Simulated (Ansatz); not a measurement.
**Selenium (P3_121, 3 atoms a cell): G0W0 under other settings**

Aim: change settings of a G0W0 run on Selenium (P3_121, 3 atoms a cell) and see what moves.

Program: Ansatz 0.2.0. Level of theory: G0W0 on PBE, plane waves, PAW; PAW set soft_1. Results are calculated unless marked as measured.

**1. The structure**

Symmetry: P3_121, No. 152, trigonal system. The conventional cell has a = 4.366 Å, b = 4.366 Å, c = 4.954 Å, α = 90.00°, β = 90.00°, γ = 120.00°. Nearest to Se lie 2 Se at 2.37 Å.

The cell and positions come from the Crystallography Open Database and are kept as given unless a step says otherwise.

**2. The base run: 6×6×2 mesh, 244 empty bands, screening to 120 eV, PAW set soft_1 files**

Now the one-shot GW correction: screening in the RPA, then the self-energy of the levels asked for. This step takes PAW set soft_1 files.

input.yaml

```yaml
crystal:
  lattice:
    - [4.3662, 0.0, 0.0]
    - [-2.1831, 3.781240118, 0.0]
    - [0.0, 0.0, 4.9536]
  atoms:
    - { symbol: Se, position: [0.2254, 0.0, 0.3333333333] }
    - { symbol: Se, position: [0.0, 0.2254, 0.6666666667] }
    - { symbol: Se, position: [0.7746, 0.7746, 0.0] }
kpoints:
  mp_grid: { grid: [6, 6, 2] }
hamiltonian:
  xc: pbe
  pseudopotentials: { kind: paw, azcp: { folder: soft_1 } }
scf:
  occupations: { method: fixed }
gw:
  n_empty_bands: 244
  ecut_chi: 120
  qp_bands: [v2, c2]
  qp_kpoints: band_edges
  screening: { model: contour_deformation }
```

On the command line:

```sh
$ ansatz run input.yaml --threads 3 --pin off --max-ram 92160MiB --backend cuda --events-out ev --progress --plain --runs-dir out --devices 1 --max-vram 13GiB
```

Numbers of over 12 decimals in the logs are rounded to 6 here.

Log:

```text
GPUs: using 1 of 1 available (devices: 1).
Engine: ansatz 0.2.0, x86_64-unknown-linux-gnu
Pseudopotentials: kind: paw
Pseudopotential: Se, paw, valence charge 16, recommended cutoff 420 eV (normal), soft_1/Se.paw.azcp
Functional definition: PBE
  parameter kappa = 0.804
  parameter beta = 0.066725
  exchange = pbe_x(kappa = kappa, mu = beta*pi^2/3)
  correlation = pbe_c(beta = beta)
device memory: the entry about to start is reckoned to put 0.8 GiB on a device that reports 43.4 GiB free (of which the cap on the GPU budget leaves the run 13.0 GiB)
GPU FFT provider: cuFFT
GPU libraries: cuBLAS 13.8.2, cuFFT 12.4.0, cuSOLVER 12.3.4
Crystal: 3 atoms, lattice volume = 81.782 Å³
Basis set: ecut = 420 eV, 1583 PW (Γ)
Bands: 29, of which v1, the nominal top of the filled ones, is band 24 counted from 1 (23 counted from 0)
Symmetry: 6 space group operations
Space group: P3121 (ITA 152), of the structure as read, at distance tolerance 4.3e-5 Å
k-points: 14 of 72 (time reversal used)
Non-local potential: Se, projectors of the file, l = 0: 2, l = 1: 2, l = 2: 3, l = 3: 1
PAW form: soft (Blöchl's): semilocal exchange-correlation on the pseudo side does not see the compensation charge
PAW one-centre angular grid: Se, 590 points (default); XC on 64 Gauss nodes
Initial density: superposition of atomic densities (chi_scale 0.1, normalization cell)
Initial wavefunctions: pseudopotential atomic-orbital guess
GPU buffer pool allocated for 32400 grid points (all kernels)
GPU transforms: local potential and band sums: pruned to the plane-wave sphere, on 30×30×36
Functional: x = pbe(κ = 0.804, μ = 0.219515), c = pbe(β = 0.066725)
SCF iter   1: F=—  HF=-16407.233597 eV  |F-HF|=—  |Δ(HF+E_count)|=         —  Δρ=2.83e-2  dr2=4.06e-1  ethr=3.10e-3  ⟨swp⟩=5.0  Hψ=1461  notcnv=0  defer=34
preconditioner: auto → Resta (q_TF=auto, 2.496 Å⁻¹)  ε∞=3.8  [insulator: Δε(μ)=1.127 eV  Ē_g=10.422 eV  n_scr=20 (ndim 8)  ℏωp=17.4 eV  f_vac=0.063  ε∞_Penn≈3.8]
SCF iter   2: F=—  HF=-16407.172472 eV  |F-HF|=—  |Δ(HF+E_count)|=   6.11e-2  Δρ=1.57e-2  dr2=1.27e-1  ethr=8.47e-4  ⟨swp⟩=2.0  Hψ=548  notcnv=0  defer=38
SCF iter   3: F=—  HF=-16407.155950 eV  |F-HF|=—  |Δ(HF+E_count)|=   1.65e-2  Δρ=1.62e-3  dr2=1.80e-3  ethr=2.66e-4  ⟨swp⟩=2.3  Hψ=504  notcnv=0  defer=40
SCF iter   4: F=—  HF=-16407.156914 eV  |F-HF|=—  |Δ(HF+E_count)|=   9.63e-4  Δρ=6.18e-4  dr2=2.28e-4  ethr=3.74e-6  ⟨swp⟩=2.0  Hψ=757  notcnv=0  defer=41
SCF iter   5: F=—  HF=-16407.157023 eV  |F-HF|=—  |Δ(HF+E_count)|=   1.09e-4  Δρ=2.08e-4  dr2=3.96e-5  ethr=4.75e-7  ⟨swp⟩=2.0  Hψ=757  notcnv=0  defer=41
SCF iter   6: F=—  HF=-16407.157099 eV  |F-HF|=—  |Δ(HF+E_count)|=   7.65e-5  Δρ=5.41e-5  dr2=2.61e-6  ethr=8.26e-8  ⟨swp⟩=2.0  Hψ=518  notcnv=0  defer=26
[...]
E_xc         = -253.972832
  E_vxc        = -269.248664  (∫ρ·V_xc dr)
  E_paw        = -6390.987585  (= ΣΔE_a)
  E_vpaw       = -566.198522  (= ΣTr[D̂ρ^β])
  E_aug_tail   = -0.001113  (compensation charges beyond the density's cutoff)
  E_ewald      = -4981.574654
  E_smearing   = -0.000000  (= −TS)
  E_closure    = 0.000000  (closes the sum)
  Σ components = -16407.157105   (vs F -16407.157105, Δ=0.00e0)
--- Band table (eV; the first three rows and the last of 14) ---
  k-point 0: bands = [... 20 lower, 2.7535, 4.4721, 4.4721, 6.1083, 8.3981, 8.3981, 8.6844, 12.6886, ... 1 higher]
  k-point 1: bands = [... 20 lower, 3.1262, 4.9710, 4.9710, 5.3921, 7.7320, 7.7320, 7.7893, 12.7980, ... 1 higher]
  k-point 2: bands = [... 20 lower, 2.9426, 4.5095, 4.8562, 5.9067, 8.3140, 8.4103, 8.9533, 12.6243, ... 1 higher]
  k-point 13: bands = [... 20 lower, 1.5638, 5.5284, 6.3020, 6.3020, 7.5392, 9.2317, 9.2317, 13.1784, ... 1 higher]
--- G₀W₀: contour deformation, 7 samples at zero and on the imaginary axis and 1 off it, 72 q-points, 244 empty bands' worth ---
  eigenvalues of the whole cell's RPA ε∞ on this k-mesh (on a slab, of 1 + 4πα/V) = 10.3463, 10.3463, 16.3322; static W/v taken at q = 0 is 0.055538
  bands read: the sum over 268 bands ends inside a degenerate multiplet in 1 slot, whose members it reads at an even weight; the widest, k=0: bands 268 to 269 (counted from 1) at 1/2 each
  gw.qp_kpoints: band_edges: 10 of 14 stored k-points solved, in 1 pass; an edge of the gap read off the rows below is read off those points alone
    valence top: of the k-points left out ik 5 came nearest to being solved in a further pass, in band 24 (counted from 1, as in the quasiparticle table): it holds the edge there only if its correction is more favourable than any solved in that band by at least 0.582 eV; those differ by 0.108 eV
    conduction bottom: of the k-points left out ik 5 came nearest to being solved in a further pass, in band 25 (counted from 1, as in the quasiparticle table): it holds the edge there only if its correction is more favourable than any solved in that band by at least 0.599 eV; those differ by 0.118 eV
    ik  band        ε_KS         Σx   Σc(E_QP)       V_xc       Z   E_QP_lin       E_QP  E_QP is
     0    23      4.4721   -17.1203     2.6873   -13.9120  0.6809     3.9345     3.9510  root
     0    24      6.1083   -17.6510     2.0928   -15.0132  0.7212     5.5553     5.5634  root
     0    25      8.3981   -10.7727    -4.0474   -15.0535  0.7246     8.6330     8.6314  root
     0    26      8.3981   -10.7727    -4.0474   -15.0535  0.7246     8.6330     8.6314  root
     1    23      4.9710   -16.7892     2.3523   -13.9287  0.6934     4.4499     4.4628  root
     1    24      5.3921   -17.6750     2.4241   -14.7019  0.7070     4.8328     4.8431  root
     1    25      7.7320    -9.6256    -3.6199   -13.3606  0.7519     7.8472     7.8470  root
     1    26      7.7320    -9.6256    -3.6199   -13.3606  0.7519     7.8472     7.8470  root
[...]
13    23      6.3020   -17.4472     1.4075   -15.5644  0.7328     5.8217     5.8266  root
    13    24      6.3020   -17.4472     1.4075   -15.5644  0.7328     5.8217     5.8266  root
    13    25      7.5392   -11.2565    -3.5882   -15.0552  0.7399     7.7505     7.7497  root
    13    26      9.2317   -10.6844    -4.2429   -15.1553  0.7072     9.4619     9.4596  root
[key lines of the parts left out:]
SCF converged after 7 iterations
Free energy (F): -16407.157105 eV
Fermi energy:    6.531026 eV
```

Wall time 12 s (1 × NVIDIA H100 80GB HBM3 (shared by 6 runs) with 3 threads of AMD EPYC 7R13 (Zen 3), shared host); peak memory 1.3 GiB; 15 s of CPU time.

Numbers from this step:

```
bands summed                                 : 268
RPA ε∞ on this mesh (eigenvalues)            : 10.35, 10.35, 16.33
plane waves in the screening matrix          : 237
q-points in the mesh                         : 72
G0W0 gap on the mesh                         : 1.667 eV
k of the valence top                         : 0, -0.5, -0.5
k of the conduction bottom                   : 0.3333, 0.3333, -0.5
starting gap on the mesh                     : 1.008 eV
Z at the valence top                         : 0.7371
Z at the conduction bottom                   : 0.7399
least direct G0W0 gap on the computed points : 1.923 eV
```

The gap on the mesh goes from 1.01 eV to 1.67 eV, a correction of +0.66 eV. Between the two edge states, bare exchange in place of the xc potential would open the gap by 5.47 eV, and correlation takes back 4.81 eV.

**3. Variant: coarser q mesh**

Changes to input.yaml since step 2:

```diff
@@ -17,4 +17,4 @@
 gw:
-  n_empty_bands: 244
-  ecut_chi: 120
+  n_empty_bands: 185
+  ecut_chi: 100
   qp_bands: [v2, c2]
@@ -22 +22,2 @@
   screening: { model: contour_deformation }
+  q_mesh: [3, 3, 1]
```

Log:

```text
GPUs: using 1 of 1 available (devices: 1).
[...]
GPU FFT provider: cuFFT
GPU libraries: cuBLAS 13.8.2, cuFFT 12.4.0, cuSOLVER 12.3.4
Crystal: 3 atoms, lattice volume = 81.782 Å³
Basis set: ecut = 420 eV, 1583 PW (Γ)
Bands: 29, of which v1, the nominal top of the filled ones, is band 24 counted from 1 (23 counted from 0)
Symmetry: 6 space group operations
[...]
k-points: 14 of 72 (time reversal used)
[...]
GPU buffer pool allocated for 32400 grid points (all kernels)
[...]
SCF iter   1: F=—  HF=-16407.233597 eV  |F-HF|=—  |Δ(HF+E_count)|=         —  Δρ=2.83e-2  dr2=4.06e-1  ethr=3.10e-3  ⟨swp⟩=5.0  Hψ=1461  notcnv=0  defer=34
[...]
SCF iter   7: F=-16407.157105 eV  HF=-16407.157105 eV  |F-HF|=1.25e-7  |Δ(HF+E_count)|=   6.06e-6  Δρ=1.14e-5  dr2=7.92e-8  ethr=2.08e-10  ⟨swp⟩=6.8  Hψ=1838  notcnv=0
SCF 1 converged in 7 iterations: F = -16407.157105 eV  dr2 = 7.92e-8
[...]
NSCF: frozen V_eff on 14 k-points, pencils in batches of 32, up to order 116
[...]
NSCF: frozen V_eff on 14 k-points
G₀W₀ screening: q 1/3
[... further progress lines ...]
SCF converged after 7 iterations
Free energy (F): -16407.157105 eV
[...]
Internal energy: -16407.157105 eV  (E = F + TS)
E sigma→0 (E₀):  -16407.157105 eV
Fermi energy:    6.531026 eV
[...]
--- Band table (eV; the first three rows and the last of 14) ---
  k-point 0: bands = [... 20 lower, 2.7535, 4.4721, 4.4721, 6.1083, 8.3981, 8.3981, 8.6844, 12.6886, ... 1 higher]
  k-point 1: bands = [... 20 lower, 3.1262, 4.9710, 4.9710, 5.3921, 7.7320, 7.7320, 7.7893, 12.7980, ... 1 higher]
  k-point 2: bands = [... 20 lower, 2.9426, 4.5095, 4.8562, 5.9067, 8.3140, 8.4103, 8.9533, 12.6243, ... 1 higher]
  k-point 13: bands = [... 20 lower, 1.5638, 5.5284, 6.3020, 6.3020, 7.5392, 9.2317, 9.2317, 13.1784, ... 1 higher]
[...]
0    23      4.4721   -17.0861     2.7077   -13.9120  0.6953     3.9936     4.0057  root
     0    24      6.1083   -17.7679     2.3080   -15.0132  0.7236     5.6571     5.6617  root
     0    25      8.3981   -10.7477    -4.0153   -15.0535  0.7287     8.6905     8.6885  root
     0    26      8.3981   -10.7477    -4.0153   -15.0535  0.7287     8.6905     8.6885  root
     1    23      4.9710   -17.0339     2.6646   -13.9287  0.6847     4.5211     4.5305  root
     1    24      5.3921   -18.0947     2.9071   -14.7019  0.6939     4.8979     4.9064  root
     1    25      7.7320    -9.5159    -3.6877   -13.3606  0.7508     7.8893     7.8890  root
     1    26      7.7320    -9.5159    -3.6877   -13.3606  0.7508     7.8893     7.8890  root
[...]
13    23      6.3020   -17.8171     1.8452   -15.5644  0.7293     5.8912     5.8945  root
    13    24      6.3020   -17.8171     1.8452   -15.5644  0.7293     5.8912     5.8945  root
    13    25      7.5392   -10.6594    -4.0624   -15.0552  0.7274     7.8747     7.8725  root
    13    26      9.2317   -10.4200    -4.4328   -15.1553  0.7006     9.5379     9.5342  root
```

Run time: 11 s. Hardware: 1 × NVIDIA H100 80GB HBM3 (shared by 6 runs) with 3 threads; peak memory 1.1 GiB; 12 s of CPU time.

Against the base:

```tsv
setting	base	variant
empty bands	244	185
screening cutoff (eV)	120	100
q mesh	-	[3, 3, 1]
```

```tsv
quantity	variant	base
starting gap on the mesh	1.008	1.008
G0W0 gap on the mesh	1.698	1.667
least direct G0W0 gap on the computed points	1.978	1.923
Z at the valence top	0.735	0.737
Z at the conduction bottom	0.727	0.740
```

**4. Results**

* base: 1.67 eV, 12 s
* coarser q mesh: 1.70 eV, 11 s

In words: Coarser q mesh: the gap moves by +0.03 eV; such settings are too crude to quote. The variant differs from the base in empty bands, screening cutoff and q mesh together, so the change can't be laid to one of them. All runs here use a coarse mesh and modest cutoffs; they test settings and are not final values. The 6×6×2 mesh is coarse for this cell (its supercell is 10 Å along the shortest edge). The RPA ε∞ on it, from the PBE start, is 10.35 and 16.33; such meshes misread the long-range screening, most where the gap is narrow. The many-body steps are scalar-relativistic: spin-orbit coupling is not in them.

[Paths, hosts, dates, memory and timing lines, banners, echoed tables and standing remarks are left out of the program output.]

[Logs are printed without paths, hosts, clocks, repeated set-up lines and the standing remarks that a program may print on its own settings, such as how far it seeks lower states.]

[Runs of the session that timed out or met a known fault of the program may be left out.]

[Cells called generated may have been cut or substituted from an entry of the Crystallography Open Database or the Materials Project.]

[Hosts, paths, dates, database ids (printed as entryN), source tags and the programs' standing remarks are cut or masked in the printed files.]
